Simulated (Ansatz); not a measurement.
# K on Ni(111): change of the work function, part 2 of 2

Wanted: Δφ(θ) for K/Ni(111), starting from the fcc site.

Ansatz 0.2.0; plane-wave DFT, PBE, Ansatz PAW.

So far, work function, upper face (eV): step 2 (the clean slab) 5.07; step 3 (37 atoms, coverage 0.111 ML, cell 3x3) 1.73.

### Step 4. The covered slab, k-mesh 6×6×1, coverage 0.25 ML

System of this step: KNi16 (K/Ni(111)). The cell holds 17 atoms: 16 Ni and 1 K. Its edges and angles: a = 4.978 Å, b = 4.978 Å, c = 27.109 Å, α = 90.0°, β = 90.0°, γ = 60.0°. Vacuum lies along c.

Another coverage, to see how the dipoles act on each other as their distance changes.

input.yaml

```yaml
crystal:
  lattice:
    - [4.9780317395, 0.0, 0.0]
    - [2.4890158698, 4.3111019473, 0.0]
    - [0.0, 0.0, 27.1091163483]
  atoms:
    - { symbol: Ni, position: [0.0, 0.0, 0.3319916402], spin: 0.7 }
    - { symbol: Ni, position: [0.1666666667, 0.1666666667, 0.4069580433], spin: 0.72 }
    - { symbol: Ni, position: [0.3333333333, 0.3333333333, 0.4816751352], spin: 0.72 }
    - { symbol: Ni, position: [0.0, 0.0, 0.5556420936], spin: 0.7 }
    - { symbol: Ni, position: [0.0, 0.5, 0.3319916402], spin: 0.7 }
    - { symbol: Ni, position: [0.1666666667, 0.6666666667, 0.4069580433], spin: 0.72 }
    - { symbol: Ni, position: [0.3333333333, 0.8333333333, 0.4816751352], spin: 0.72 }
    - { symbol: Ni, position: [0.0, 0.5, 0.5556420936], spin: 0.7 }
    - { symbol: Ni, position: [0.5, 0.0, 0.3319916402], spin: 0.7 }
    - { symbol: Ni, position: [0.6666666667, 0.1666666667, 0.4069580433], spin: 0.72 }
    - { symbol: Ni, position: [0.8333333333, 0.3333333333, 0.4816751352], spin: 0.72 }
    - { symbol: Ni, position: [0.5, 0.0, 0.5556420936], spin: 0.7 }
    - { symbol: Ni, position: [0.5, 0.5, 0.3319916402], spin: 0.7 }
    - { symbol: Ni, position: [0.6666666667, 0.6666666667, 0.4069580433], spin: 0.72 }
    - { symbol: Ni, position: [0.8333333333, 0.8333333333, 0.4816751352], spin: 0.72 }
    - { symbol: Ni, position: [0.5, 0.5, 0.5556420936], spin: 0.7 }
    - { symbol: K, position: [0.1666666667, 0.1666666667, 0.6680083598] }
magnetization:
  spin_polarized: true
kpoints:
  mp_grid: { grid: [6, 6, 1] }
hamiltonian:
  xc: pbe
scf:
  occupations: { method: fermi_dirac, width: 0.1 }
  convergence: { dr2_threshold: 1.0e-08 }
efield:
  axis: 3
  dipole_correction: true
  ramp_position: 0.97
  ramp_width: 0.06
relax:
  f_tol: 0.02
  max_steps: 60
  constraints: [{ sites: [0, 1, 4, 5, 8, 9, 12, 13] }]
output:
  dos: { projected: true, e_range: [-8, 4] }
  write_potential: true
  write_density: true
  volumetric_format: npy
  elf: true
```

Command:

```bash
ansatz run input.yaml --threads 4 --pin off --max-ram 16384MiB --backend cpu --events-out ev --progress --plain --runs-dir out
```

Run time: 4.6 min. Hardware: 4 threads of Arm Neoverse V2, shared host; peak memory 3.1 GiB.

Relaxation path:

| step | energy less that of the first step (eV) | largest force component (eV/Å) |
| --- | --- | --- |
| 1 | 0.0000 | 0.3822 |
| 2 | -0.0254 | 0.3157 |
| 3 | -0.0648 | 0.0284 |
| 4 | -0.0653 | 0.0101 |

Forces are held to the 6 operations that the run works with; a distortion that breaks them can't arise in this run.

The atoms that moved most (Å):

| atom | dx | dy | dz | length |
| --- | --- | --- | --- | --- |
| K17 | 0.000 | 0.000 | -0.278 | 0.278 |
| Ni16 | 0.000 | 0.000 | 0.052 | 0.052 |
| Ni15 | 0.000 | 0.000 | -0.016 | 0.016 |
| Ni4 | -0.009 | -0.005 | -0.008 | 0.013 |
| Ni8 | 0.000 | 0.010 | -0.008 | 0.013 |
| Ni12 | 0.009 | -0.005 | -0.008 | 0.013 |
| Ni11 | -0.003 | 0.002 | 0.005 | 0.007 |
| Ni7 | 0.000 | -0.004 | 0.005 | 0.007 |

The relaxed structure:

```xyz
17
Lattice="4.9780 0.0000 0.0000 2.4890 4.3111 0.0000 0.0000 0.0000 27.1091" Properties=species:S:1:pos:R:3
Ni    0.0000    0.0000    9.0000
Ni    1.2445    0.7185   11.0323
Ni    2.4922    1.4389   13.0632
Ni   -0.0090   -0.0052   15.0545
Ni    1.2445    2.1556    9.0000
Ni    2.4890    2.8741   11.0323
Ni    3.7335    3.5889   13.0632
Ni    1.2445    2.1660   15.0545
Ni    2.4890    0.0000    9.0000
Ni    3.7335    0.7185   11.0323
Ni    4.9748    1.4389   13.0632
Ni    2.4980   -0.0052   15.0545
Ni    3.7335    2.1556    9.0000
Ni    4.9780    2.8741   11.0323
Ni    6.2225    3.5926   13.0416
Ni    3.7335    2.1556   15.1153
K     1.2445    0.7185   17.8316
```

Numbers from this step:

| Property | Result |
| --- | --- |
| energy at zero smearing | -94969.1064 eV |
| total moment | 10.11 μB |
| work function, upper face | 2.005 eV |
| work function, lower face | 5.071 eV |
| dipole along the normal | 0.3636 e·Å |
| step between the vacuum levels | -3.066 eV |

Running mean over 2.032 Å of the planar mean; the ramp of the sawtooth is left out. The electron's electrostatic potential energy less the Fermi level by z:

| z (Å) | electron's electrostatic potential energy less the Fermi level (eV) |
| --- | --- |
| 3.5 | 5.07 |
| 4.0 | 5.07 |
| 4.5 | 5.07 |
| 5.0 | 5.07 |
| 5.5 | 5.06 |
| 6.0 | 5.02 |
| 6.5 | 4.89 |
| 7.0 | 4.38 |
| 7.5 | 2.26 |
| 8.0 | -3.19 |
| 8.5 | -8.38 |
| 9.0 | -10.0 |
| 9.5 | -10.3 |
| 10.0 | -10.3 |
| 10.5 | -10.3 |
| 11.0 | -10.4 |
| 11.5 | -10.4 |
| 12.0 | -10.5 |
| 12.5 | -10.4 |
| 13.0 | -10.4 |
| 13.5 | -10.5 |
| 14.0 | -10.5 |
| 14.5 | -10.4 |
| 15.0 | -10.1 |
| 15.5 | -8.95 |
| 16.0 | -4.74 |
| 16.5 | -0.423 |
| 17.0 | 0.0457 |
| 17.5 | -1.12 |
| 18.0 | -1.73 |
| 18.5 | -1.39 |
| 19.0 | -0.207 |
| 19.5 | 0.894 |
| 20.0 | 1.41 |
| 20.5 | 1.67 |
| 21.0 | 1.82 |
| 21.5 | 1.91 |
| 22.0 | 1.95 |
| 22.5 | 1.98 |
| 23.0 | 1.99 |
| 23.5 | 2.00 |
| 24.0 | 2.00 |

The density of states has structure finer than the step of the table below, so its rows give means over 0.25 eV, whole bins alone (the curve runs from -8 to 1.98 eV). Peaks (eV: height): total -1.620: 80.3, -1.560: 60.0, -1.500: 53.2, -1.320: 64.0, -0.960: 69.7, -0.780: 57.1, -0.660: 78.0; up -2.650: 35.1, -2.230: 37.1, -2.170: 44.1, -2.050: 36.4, -1.620: 45.3, -1.140: 35.7, -0.690: 53.8; down -1.620: 35.0, -1.500: 35.1, -1.350: 36.8, -0.960: 44.9, -0.660: 37.5, -0.090: 47.4, -0.030: 38.7.

Table of density of states by energy, zero at the Fermi level; means over each step; values in states/eV a cell:

| energy (eV) | total | up | down |
| --- | --- | --- | --- |
| -7.75 | 0.884 | 0.446 | 0.438 |
| -7.50 | 0.915 | 0.459 | 0.456 |
| -7.25 | 1.40 | 0.666 | 0.736 |
| -7.00 | 2.48 | 1.25 | 1.23 |
| -6.75 | 1.71 | 0.874 | 0.839 |
| -6.50 | 2.05 | 1.03 | 1.01 |
| -6.25 | 1.78 | 0.922 | 0.861 |
| -6.00 | 3.25 | 1.69 | 1.56 |
| -5.75 | 2.06 | 1.10 | 0.957 |
| -5.50 | 2.97 | 1.59 | 1.38 |
| -5.25 | 2.62 | 1.26 | 1.36 |
| -5.00 | 7.41 | 4.77 | 2.64 |
| -4.75 | 6.17 | 3.00 | 3.17 |
| -4.50 | 10.1 | 7.77 | 2.32 |
| -4.25 | 13.0 | 6.31 | 6.68 |
| -4.00 | 21.1 | 14.8 | 6.24 |
| -3.75 | 22.1 | 15.2 | 6.94 |
| -3.50 | 21.6 | 12.0 | 9.60 |
| -3.25 | 25.2 | 13.1 | 12.1 |
| -3.00 | 24.9 | 13.3 | 11.7 |
| -2.75 | 26.6 | 16.1 | 10.5 |
| -2.50 | 33.7 | 19.9 | 13.8 |
| -2.25 | 41.6 | 30.3 | 11.3 |
| -2.00 | 45.4 | 26.4 | 19.0 |
| -1.75 | 44.9 | 19.7 | 25.2 |
| -1.50 | 48.0 | 20.2 | 27.8 |
| -1.25 | 41.1 | 20.8 | 20.3 |
| -1.00 | 47.6 | 27.6 | 20.0 |
| -0.75 | 50.9 | 33.6 | 17.4 |
| -0.50 | 40.5 | 16.7 | 23.8 |
| -0.25 | 25.1 | 3.95 | 21.1 |
| 0.00 | 32.3 | 2.05 | 30.2 |
| 0.25 | 29.1 | 5.86 | 23.3 |
| 0.50 | 7.12 | 1.98 | 5.15 |
| 0.75 | 9.30 | 3.67 | 5.62 |
| 1.00 | 6.89 | 2.93 | 3.96 |
| 1.25 | 6.47 | 3.64 | 2.82 |
| 1.50 | 7.98 | 5.18 | 2.79 |
| 1.75 | 7.49 | 2.75 | 4.74 |

Projected DOS per atom over height of the atomic layer and energy from the Fermi level. Layers: Ni4 Ni4 Ni4 Ni4 K from below.

Ten even steps from '_' (0.00 states/eV) to '@' (3.37 states/eV), each cell a mean:
```
__________
________..
..____..::
::::::::..
++====++..
%%####@@__
@@####%%__
@@####@@..
%%****@@__
####**##__
==++++==__
--====--__
::====::__
..----..__
__....____
__....____
__________
__________
__________
__________
__________
__________
```
Columns: height of the atomic layer (Å) from 9 to 17.8 (not evenly spaced); rows upwards: energy from the Fermi level (eV) from -7.96 to 1.95.

Projected DOS per atom, spin up over height of the atomic layer and energy from the Fermi level. Layers: Ni4 Ni4 Ni4 Ni4 K from below.

Ten even steps from '_' (0.00 states/eV) to '@' (2.12 states/eV), each cell a mean:
```
__________
__________
________::
________..
________..
++++****__
@@##**@@__
**++++++__
##====%%__
%%##**%%__
==++++==__
--------__
::====::__
..----..__
__::::____
__....____
__________
__________
__________
__________
__________
__________
```
Columns: height of the atomic layer (Å) from 9 to 17.8 (not evenly spaced); rows upwards: energy from the Fermi level (eV) from -7.96 to 1.95.

Projected DOS per atom, spin down over height of the atomic layer and energy from the Fermi level. Layers: Ni4 Ni4 Ni4 Ni4 K from below.

Ten even steps from '_' (0.00 states/eV) to '@' (1.88 states/eV), each cell a mean:
```
........__
________..
..........
--==----::
%%%%##%%..
%%****%%__
**++++++__
@@####@@..
##****%%__
--====--__
--====--__
::====::__
..----::__
..::::..__
__....____
__________
__________
__________
__________
__________
__________
__________
```
Columns: height of the atomic layer (Å) from 9 to 17.8 (not evenly spaced); rows upwards: energy from the Fermi level (eV) from -7.96 to 1.95.

Site moment by atom:

| atom | site moment (μB) |
| --- | --- |
| Ni1 | 0.697 |
| Ni2 | 0.712 |
| Ni3 | 0.692 |
| Ni4 | 0.598 |
| Ni5 | 0.697 |
| Ni6 | 0.710 |
| Ni7 | 0.692 |
| Ni8 | 0.598 |
| Ni9 | 0.697 |
| Ni10 | 0.710 |
| Ni11 | 0.692 |
| Ni12 | 0.598 |
| Ni13 | 0.695 |
| Ni14 | 0.710 |
| Ni15 | 0.690 |
| Ni16 | 0.626 |
| K17 | -0.007 |

Spin density in the ca plane at fractional y = 0.167, with atoms of Ni and K within 0.2 Å of it.

Values in units of 1e-1 e/Å³, 7 rows by 16 columns, each cell a mean:
```
 0.4  0.0  0.0 -0.1  0.3  0.1  0.3  0.1  0.0  0.0  0.0  0.0  0.0  0.0  0.0  0.0
 0.0  0.0  3.6  0.8  0.0  0.0  0.0  0.0  0.0  0.0  0.0  0.0  0.0  0.0  0.0  0.0
-0.1  0.0  8.6  1.8 -0.1 -0.1 -0.1 -0.1  0.0  0.0  0.0  0.0  0.0  0.0  0.0  0.0
 0.3  0.0  0.2  0.0  0.2  0.1  0.2  0.0  0.0  0.0  0.0  0.0  0.0  0.0  0.0  0.0
 0.2  0.0  0.4  0.0  0.2  0.0  0.2  0.0  0.0  0.0  0.0  0.0  0.0  0.0  0.0  0.0
-0.1  0.0  9.6  2.0 -0.1 -0.1 -0.1 -0.1  0.0  0.0  0.0  0.0  0.0  0.0  0.0  0.0
 0.0  0.0  2.5  0.5  0.0  0.0  0.0  0.0  0.0  0.0  0.0  0.0  0.0  0.0  0.0  0.0
```
Columns run along c (16.0 Å, from fractional 0.31 to 0.90 of the cell), rows up along a (5.0 Å). Atoms in or near the plane, at fractional coordinates: Ni at (0.41, 0.17), Ni at (0.41, 0.67), K at (0.66, 0.17).

ELF in the ca plane at fractional y = 0.167, with atoms of Ni and K within 0.2 Å of it. It is the smooth field of the valence electrons, not physical close to the nuclei.

Values, 7 rows by 16 columns, each cell a mean:
```
0.20 0.21 0.21 0.23 0.20 0.20 0.20 0.20 0.12 0.28 0.12 0.06 0.22 0.13 0.03 0.01
0.23 0.23 0.31 0.24 0.23 0.22 0.21 0.25 0.22 0.05 0.06 0.20 0.26 0.12 0.03 0.01
0.28 0.25 0.42 0.27 0.27 0.24 0.25 0.30 0.25 0.09 0.10 0.26 0.27 0.12 0.03 0.01
0.20 0.21 0.21 0.22 0.20 0.20 0.20 0.21 0.15 0.08 0.04 0.11 0.24 0.12 0.03 0.01
0.20 0.21 0.22 0.22 0.20 0.21 0.19 0.21 0.19 0.72 0.41 0.04 0.19 0.13 0.04 0.01
0.29 0.25 0.44 0.27 0.28 0.24 0.26 0.30 0.40 0.77 0.70 0.05 0.16 0.14 0.04 0.01
0.22 0.22 0.28 0.23 0.22 0.22 0.20 0.24 0.29 0.84 0.58 0.04 0.17 0.13 0.04 0.01
```
Columns run along c (16.0 Å, from fractional 0.31 to 0.90 of the cell), rows up along a (5.0 Å). Atoms in or near the plane, at fractional coordinates: Ni at (0.41, 0.17), Ni at (0.41, 0.67), K at (0.66, 0.17).

Electrostatic potential energy in the ca plane at fractional y = 0.167, with atoms of Ni and K within 0.2 Å of it. With pseudopotentials it is smooth inside the atoms' cores, unlike the true potential.

Ten even steps from '0' (-45 eV) to '9' (7 eV), each cell a mean:
```
74479998999854688645899998889999999999999999
75579988899855789756899999999999999999999999
98889731379988899888999999999999999999999999
99999500038999999999999999999999999999999999
99999500038999999999999999999999999999999999
98899731269988999888999999999999999999999999
75579987799865799756899999999999999999999999
74479998999854688645899998889999999999999999
86689865689876899867899986568999999999999999
98899610158998999999999851026899999999999999
99999400038999999999999830005899999999999999
99999600048999999999999841016899999999999999
87789864589877899877999975458999999999999999
```
Columns run along c (16.0 Å, from fractional 0.31 to 0.90 of the cell; values clipped at the 3rd and 97th percentile), rows up along a (5.0 Å). Atoms in or near the plane, at fractional coordinates: Ni at (0.41, 0.17), Ni at (0.41, 0.67), K at (0.66, 0.17).

The relaxation took 4 steps and lowered the energy by 0.065 eV; the largest force on the free atoms ends at 0.010 eV/Å.

By hand: a sheet of dipoles makes a step −p/(ε₀A) in the electron's potential. With e/ε₀ = 180.95 V·Å, p = 0.3636 e·Å and A = 21.46 Å², that is −180.95 × (0.3636) / 21.46 = -3.066 eV, and the two vacuum levels of the run differ by -3.066 eV.

The covered face has 2.01 eV, -3.07 eV against the clean one; the bare back face has moved by -0.01 eV, a measure of how thin the slab is.

### Step 5. Work function against coverage

This step: plane-wave DFT, PBE, Ansatz PAW; work function against coverage (Ansatz 0.2.0).

The runs are now put side by side.

Numbers from this step:

```
work function of the clean face     : 5.072 eV
largest change of the work function : -3.339 eV
```

Work function of the covered face against coverage:

| coverage (adsorbates/nm²) | work function of the covered face (eV) |
| --- | --- |
| 0.00 | 5.07 |
| 2.07 | 1.73 |
| 4.66 | 2.01 |

The dipole per adsorbate comes from the change of the cell's dipole. Coverage, by row:

| coverage (1/nm²) | coverage (ML) | work function (eV) | change (eV) | dipole per adsorbate, positive end outwards (debye) | mean height of the added atoms over the highest substrate atom (Å) |
| --- | --- | --- | --- | --- | --- |
| 2.071 | 0.1111 | 1.733 | -3.339 | 4.277 | 2.719 |
| 4.66 | 0.25 | 2.005 | -3.067 | 1.741 | 2.716 |

### Step 6. Outcome

```json
{
 "work function of the clean face": "5.07 eV",
 "work function at 0.11 ML": "1.73 eV",
 "work function at 0.25 ML": "2.01 eV",
 "dipole per adsorbate at 0.11 ML, positive end outwards": "4.28 D"
}
```

K lowers the work function of Ni(111) at the lowest coverage, by 3.34 eV: the adsorbate layer has its positive end outwards. The slab has 4 layers, at the tabulated experimental lattice constant, one starting site was run, and quantum-size effects of a slab this thin can reach one or two tenths of an eV. The magnetic order is the one reached from the typed start; other orders were not compared.

[Logs are printed without paths, hosts, clocks, repeated set-up lines and the standing remarks that a program may print on its own settings, such as how far it seeks lower states.]

[Hosts, paths, dates, database ids (printed as entryN), source tags and the programs' standing remarks are cut or masked in the printed files.]

[Maps of the electrostatic potential energy from Ansatz leave out the sawtooth potential of an applied field or a dipole correction, so their vacuum need not be flat; planar profiles and work functions include it.]

[The density of states shown here was stored with 400 of the rows of the run's finer table, so its peaks can read low, often by over a quarter, or be missed, and its means over a window can be off by a tenth or more.]
